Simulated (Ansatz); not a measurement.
# Lattice dynamics of HfO2 (Fm-3m)

Wanted: vibrations and spectra of HfO2 (Fm-3m); the cell is already relaxed. After the zone centre comes a 4×4×4 q mesh on a 8×8×8 k mesh.

Calculated with Ansatz 0.2.0; DFT LDA, scalar-relativistic, plane waves, PAW; PAW set soft_1.

## 1. The starting structure

Symmetry: Fm-3m, No. 225, cubic system. The conventional cell has a = 5.002 Å, b = 5.002 Å, c = 5.002 Å, α = 90.00°, β = 90.00°, γ = 90.00°. Nearest to Hf lie 8 O at 2.17 Å. Nearest to O lie 4 Hf at 2.17 Å. Farther neighbours and most contacts between anions are not listed.

## 2. Linear response at the zone centre

The cell comes from relaxations at this level that are not shown. The zone centre comes first: it holds the modes that light can see, as far as symmetry allows. The response to a homogeneous field gives the Born charges and the dielectric tensor.

input.yaml reads:

```yaml
crystal:
  lattice:
    - [0.0, 2.5008662479, 2.5008662479]
    - [2.5008662479, 0.0, 2.5008662479]
    - [2.5008662479, 2.5008662479, 0.0]
  atoms:
    - { symbol: Hf, position: [0.0, 0.0, 0.0] }
    - { symbol: O, position: [0.25, 0.25, 0.25] }
    - { symbol: O, position: [0.75, 0.75, 0.75] }
kpoints:
  mp_grid: { grid: [8, 8, 8] }
hamiltonian:
  xc: lda
  pseudopotentials: { kind: paw, azcp: { folder: soft_1 }, xc_functional: pbe }
scf:
  occupations: { method: fixed }
output:
  eigenvalues: true
phonons:
  method: dfpt
  dielectric: true
  rigid_motions: translations
```

Launch:

```sh
> ansatz run input.yaml --threads 4 --pin off --max-ram 10240MiB --backend cpu --events-out ev --progress --plain --runs-dir out
```

Numbers of over 12 decimals in the logs are rounded to 6 here.

The program printed:

```text
Engine: ansatz 0.2.0, aarch64-unknown-linux-gnu
Pseudopotentials: kind: paw
Pseudopotential: Hf, paw, valence charge 26, recommended cutoff 420 eV (normal), soft_1/Hf.paw.azcp
Pseudopotential: O, paw, valence charge 6, recommended cutoff 420 eV (normal), soft_1/O.paw.azcp
Functional definition: SPW92
  exchange = slater_x
  correlation = pw_c
Crystal: 3 atoms, lattice volume = 31.282 Å³
Basis set: ecut = 420 eV, 609 PW (Γ), exchange–correlation on 48×48×48 points (8 copies of the dense FFT grid, shifted against one another)
Bands: 23, of which v1, the nominal top of the filled ones, is band 19 counted from 1 (18 counted from 0)
Symmetry: 48 space group operations
k-points: 95 of 512 (irreducible under 4 space group operations, time reversal used)
Non-local potential: Hf, projectors of the file, l = 0: 3, l = 1: 2, l = 2: 2, l = 3: 3
Non-local potential: O, projectors of the file, l = 0: 2, l = 1: 2, l = 2: 1
PAW form: soft (Blöchl's): semilocal exchange-correlation on the pseudo side does not see the compensation charge
PAW frozen core: Hf, regenerated for the run's functional, and the local potential with it (the file was generated under x = pbe(κ = 0.804, μ = 0.219515), c = pbe(β = 0.066725))
PAW frozen core: O, regenerated for the run's functional, and the local potential with it (the file was generated under x = pbe(κ = 0.804, μ = 0.219515), c = pbe(β = 0.066725))
PAW one-centre angular grid: Hf, 590 points (default); XC on 64 Gauss nodes
PAW one-centre angular grid: O, 110 points (default); XC on 64 Gauss nodes
Initial density: superposition of atomic densities (chi_scale 0.1, normalization cell, long waves kept (reshape's long-wave potential 0.00 eV rms))
Initial wavefunctions: pseudopotential atomic-orbital guess
Functional: x = slater, c = lda
SCF iter   1: F=—  HF=-16594.311843 eV  |F-HF|=—  |Δ(HF+E_count)|=         —  Δρ=9.06e-2  dr2=1.96e0  ethr=3.10e-3  ⟨swp⟩=4.0  Hψ=7199  notcnv=0  defer=184
preconditioner: auto → none  [insulator: Δε(μ)=3.094 eV  Ē_g=19.419 eV  n_scr=14 (ndim 8)  ℏωp=39.8 eV  f_vac=0.000  ε∞_Penn≈5.2]
SCF iter   2: F=—  HF=-16593.723459 eV  |F-HF|=—  |Δ(HF+E_count)|=   5.88e-1  Δρ=3.64e-2  dr2=3.52e-1  ethr=3.10e-3  ⟨swp⟩=2.3  Hψ=5138  notcnv=0  defer=172
SCF iter   3: F=—  HF=-16593.640294 eV  |F-HF|=—  |Δ(HF+E_count)|=   8.32e-2  Δρ=2.58e-2  dr2=1.14e-1  ethr=9.26e-4  ⟨swp⟩=2.0  Hψ=3797  notcnv=0  defer=190
SCF iter   4: F=—  HF=-16593.617543 eV  |F-HF|=—  |Δ(HF+E_count)|=   2.28e-2  Δρ=5.52e-3  dr2=4.63e-3  ethr=2.99e-4  ⟨swp⟩=2.8  Hψ=4411  notcnv=0  defer=190
SCF iter   5: F=—  HF=-16593.619751 eV  |F-HF|=—  |Δ(HF+E_count)|=   2.21e-3  Δρ=2.61e-3  dr2=7.07e-4  ethr=1.22e-5  ⟨swp⟩=2.0  Hψ=4396  notcnv=0  defer=190
SCF iter   6: F=—  HF=-16593.620056 eV  |F-HF|=—  |Δ(HF+E_count)|=   3.06e-4  Δρ=2.34e-4  dr2=5.35e-6  ethr=1.86e-6  ⟨swp⟩=2.0  Hψ=3610  notcnv=0  defer=190
SCF iter   7: F=—  HF=-16593.620058 eV  |F-HF|=—  |Δ(HF+E_count)|=   1.39e-6  Δρ=1.36e-5  dr2=3.58e-8  ethr=1.41e-8  ⟨swp⟩=2.0  Hψ=3787  notcnv=0
SCF iter   8: F=—  HF=-16593.620059 eV  |F-HF|=—  |Δ(HF+E_count)|=   1.53e-6  Δρ=2.15e-6  dr2=6.85e-10  ethr=9.43e-11  ⟨swp⟩=2.4  Hψ=3997  notcnv=0
SCF iter   9: F=-16593.620059 eV  HF=-16593.620059 eV  |F-HF|=5.09e-11  |Δ(HF+E_count)|=  9.46e-11  Δρ=2.56e-7  dr2=2.16e-11  ethr=1.00e-12  ⟨swp⟩=8.4  Hψ=15093  notcnv=0
SCF 1 converged in 9 iterations: F = -16593.620059 eV  dr2 = 2.16e-11
  greatest PAW one-centre occupation: 0.999 electrons in one spin orbital (limit 2), on the Hf atom at site 0 (counted from 0), in its partial waves of l = 3
DFPT response loops at Γ: preconditioner auto → none (the input reference at scf.mixing.eps_inf says where Resta's filter doesn't serve); β = 0.50; Broyden in place of MSR1
SCF converged after 9 iterations
Free energy (F): -16593.620059 eV
Harris-Foulkes:  -16593.620059 eV  (|F-HF|=5.09e-11)
Internal energy: -16593.620059 eV  (E = F + TS)
E sigma→0 (E₀):  -16593.620059 eV
Fermi energy:    15.224507 eV
--- Per-component energies (eV) ---
  E_band       = 24.778906
  E_kinetic    = 743.874950
  E_local      = -6872.082993  (includes V_loc(G=0)·N_el)
  E_nonlocal   = 187.373181
  E_hartree    = 3281.522210
  E_xc         = -405.870004
  E_vxc        = -436.995472  (∫ρ·V_xc dr)
  E_paw        = -7761.213580  (= ΣΔE_a)
  E_vpaw       = -160.437253  (= ΣTr[D̂ρ^β])
  E_aug_tail   = 0.001613  (compensation charges beyond the density's cutoff)
  E_ewald      = -5769.876366
  E_core_change = 2.650931  (= ΣΔE_core)
  E_smearing   = -0.000000  (= −TS)
  E_closure    = 0.000000  (closes the sum)
  Σ components = -16593.620059   (vs F -16593.620059, Δ=0.00e0)
--- Band table (eV; the first three rows and the last of 95) ---
  k-point 0: bands = [... 15 lower, 9.4991, 14.5762, 14.5762, 14.5762, 18.9887, 18.9887, 21.1487, 26.0868]
  k-point 1: bands = [... 15 lower, 9.9831, 14.1086, 14.2603, 14.2603, 19.3145, 19.3145, 21.7498, 25.3066]
  k-point 2: bands = [... 15 lower, 11.0678, 13.1688, 13.7064, 13.7064, 19.7912, 19.7912, 22.3357, 24.7326]
  k-point 94: bands = [... 15 lower, 12.5106, 12.5106, 13.6795, 14.9995, 20.0084, 20.3685, 22.5864, 22.5864]
--- Phonons (Γ-DFPT): 2 representative perturbations + reference, on 95 of 512 k-points (Σ response iterations 9) ---
  k mesh reduced under 4 symmetry operations, with k and −k counted as one. Each operation leaves every solved perturbation unchanged. A smaller set is not considered because the run solves the response to a homogeneous field
  ASR residual: 1.140e-4 → 0.000e0 eV/Å²; symmetrization residual: 5.370e-7 eV/Å²
  ASR residual per site (eV/Å²): 1.14e-4 2.93e-5 2.93e-5
  Γ frequencies (cm⁻¹): 0.00 0.00 0.00 248.35 248.35 248.35 596.47 596.47 596.47
  ε∞ (high-frequency dielectric tensor):
        5.395184    -0.000000    -0.000000
        0.000000     5.395184     0.000000
        0.000000    -0.000000     5.395184
  ε⁰ (static dielectric tensor: ions relaxed, cell fixed):
       34.759918    -0.000000    -0.000000
       -0.000000    34.759918    -0.000000
       -0.000000    -0.000000    34.759918
  ε⁰ − ε∞ (ionic part):
       29.364734    -0.000000    -0.000000
       -0.000000    29.364734    -0.000000
       -0.000000    -0.000000    29.364734
  softest optical mode at Γ: 248.35 cm⁻¹; the repairs (sum rule, projections) moved no ω² at Γ by more than (0.76 cm⁻¹)²
  Born effective charges Z* (e; rows j = field, columns β = displacement):
    site 0:
         5.58953   -0.00000    0.00000
         0.00000    5.58953    0.00000
         0.00000   -0.00000    5.58953
    site 1:
        -2.79476    0.00000   -0.00000
         0.00000   -2.79476   -0.00000
         0.00000    0.00000   -2.79476
    site 2:
        -2.79476    0.00000   -0.00000
         0.00000   -2.79476   -0.00000
         0.00000    0.00000   -2.79476
  Z* charge neutrality: 2.389e-5 e pre-enforcement
  k-mesh period / interband length: 28.3 Å / 1.35 Å = 20.98 at k = (0.0000, 0.0000, 0.0000), direct gap 4.413 eV — 14 or more, which is no proof of convergence
  optical modes at Γ without the LO–TO term, one row a degenerate level:
      ω (cm⁻¹)  modes    IR ((D/Å)²/amu)
        248.35      3            79.6941
        596.47      3             0.0000
  optical modes at Γ + LO–TO along q̂ = [1.0000, 0.0000, 0.0000]:
      ω (cm⁻¹)  modes    IR ((D/Å)²/amu)
        248.35      2            53.1294
        596.47      3             0.0000
        630.38      1            26.5647
  optical modes at Γ + LO–TO along q̂ = [0.0000, 1.0000, 0.0000]:
      ω (cm⁻¹)  modes    IR ((D/Å)²/amu)
        248.35      2            53.1294
        596.47      3             0.0000
        630.38      1            26.5647
  optical modes at Γ + LO–TO along q̂ = [0.0000, 0.0000, 1.0000]:
      ω (cm⁻¹)  modes    IR ((D/Å)²/amu)
        248.35      2            53.1294
        596.47      3             0.0000
        630.38      1            26.5647
```

Wall time 8.9 s (4 threads of Arm Neoverse V2, shared host); peak memory 0.55 GiB; 32 s of CPU time.

This step gave:

```
gap on the k-mesh                                       : 3.661 eV
volume per atom                                         : 10.43 Å³
sum-rule residual before enforcement                    : 1.14e-4 eV/Å²
miss of the charge sum rule                             : 2.39e-5 e
point group                                             : m-3m
highest optical mode at the zone centre (no LO-TO term) : 596.5 cm⁻¹
lowest optical zone-centre mode                         : 248.3 cm⁻¹
mean high-frequency dielectric constant                 : 5.395
largest Born charge (third of the trace)                : 5.590 e
mean static dielectric constant                         : 34.76
top of the zone-centre spectrum with the field          : 630.4 cm⁻¹
```

Without the LO-TO term. Patterns of degenerate modes are one choice out of their space. Modes at Γ, with each element's share of the kinetic energy:

```csv
mode,frequency (cm⁻¹),symmetry,Hf %,O %
1,0.0,acoustic,85,15
2,0.0,acoustic,85,15
3,0.0,acoustic,85,15
4,248.3,T1u,15,85
5,248.3,T1u,15,85
6,248.3,T1u,15,85
7,596.5,T2g,0,100
8,596.5,T2g,0,100
9,596.5,T2g,0,100
```

Displacements in mode 5 (248.3 cm⁻¹), the largest set to 1:
```
Hf1  0.00  0.00 -0.18
O2   0.00 -0.01  1.00
O3   0.00 -0.01  1.00
```

Displacements in mode 7 (596.5 cm⁻¹), the largest set to 1:
```
Hf1  0.00  0.00  0.00
O2   0.00  0.13 -1.00
O3   0.00 -0.13  1.00
```

Optical modes at the zone centre, without and with the macroscopic field of the longitudinal modes; each column is sorted by frequency, so a row need not hold one and the same mode. Modes with and without the field, by row:

| rank among optical modes | no field (cm⁻¹) | q along (1, 0, 0) (cm⁻¹) |
| --- | --- | --- |
| 1 | 248.3 | 248.3 |
| 2 | 248.3 | 248.3 |
| 3 | 248.3 | 596.5 |
| 4 | 596.5 | 596.5 |
| 5 | 596.5 | 596.5 |
| 6 | 596.5 | 630.4 |

Born charge (rows field, columns displacement) (e), principal values of the symmetric part by kind of site:

| atom | atoms with these values | low | middle | high | mean |
| --- | --- | --- | --- | --- | --- |
| Hf1 | 1 | 5.59 | 5.59 | 5.59 | 5.59 |
| O2 | 2 | -2.79 | -2.79 | -2.79 | -2.79 |

In full for O2:

```
-2.79  0.00  0.00
 0.00 -2.79  0.00
 0.00  0.00 -2.79
```

High-frequency dielectric tensor:

```
5.40 0.00 0.00
0.00 5.40 0.00
0.00 0.00 5.40
```

Static dielectric tensor (ions relaxed, fixed cell):

```
34.76  0.00  0.00
 0.00 34.76  0.00
 0.00  0.00 34.76
```

Transverse modes. Lines of the infrared spectrum (strongest = 100):

```csv
position (cm⁻¹),label,relative intensity
248,T1u,100
596,T2g,0.0
```

Before it was imposed, the acoustic sum rule was missed by 1.1e-4 eV/Å² and the charge sum rule by 2.4e-5 e. Small misses are needed for a sound result but don't prove that mesh and cutoff are converged. The lowest optical mode is real, 248 cm⁻¹.

[end of part 1 of 2]

[Logs are printed without paths, hosts, clocks, repeated set-up lines and the standing remarks that a program may print on its own settings, such as how far it seeks lower states.]

[Hosts, paths, dates, database ids (printed as entryN), source tags and the programs' standing remarks are cut or masked in the printed files.]
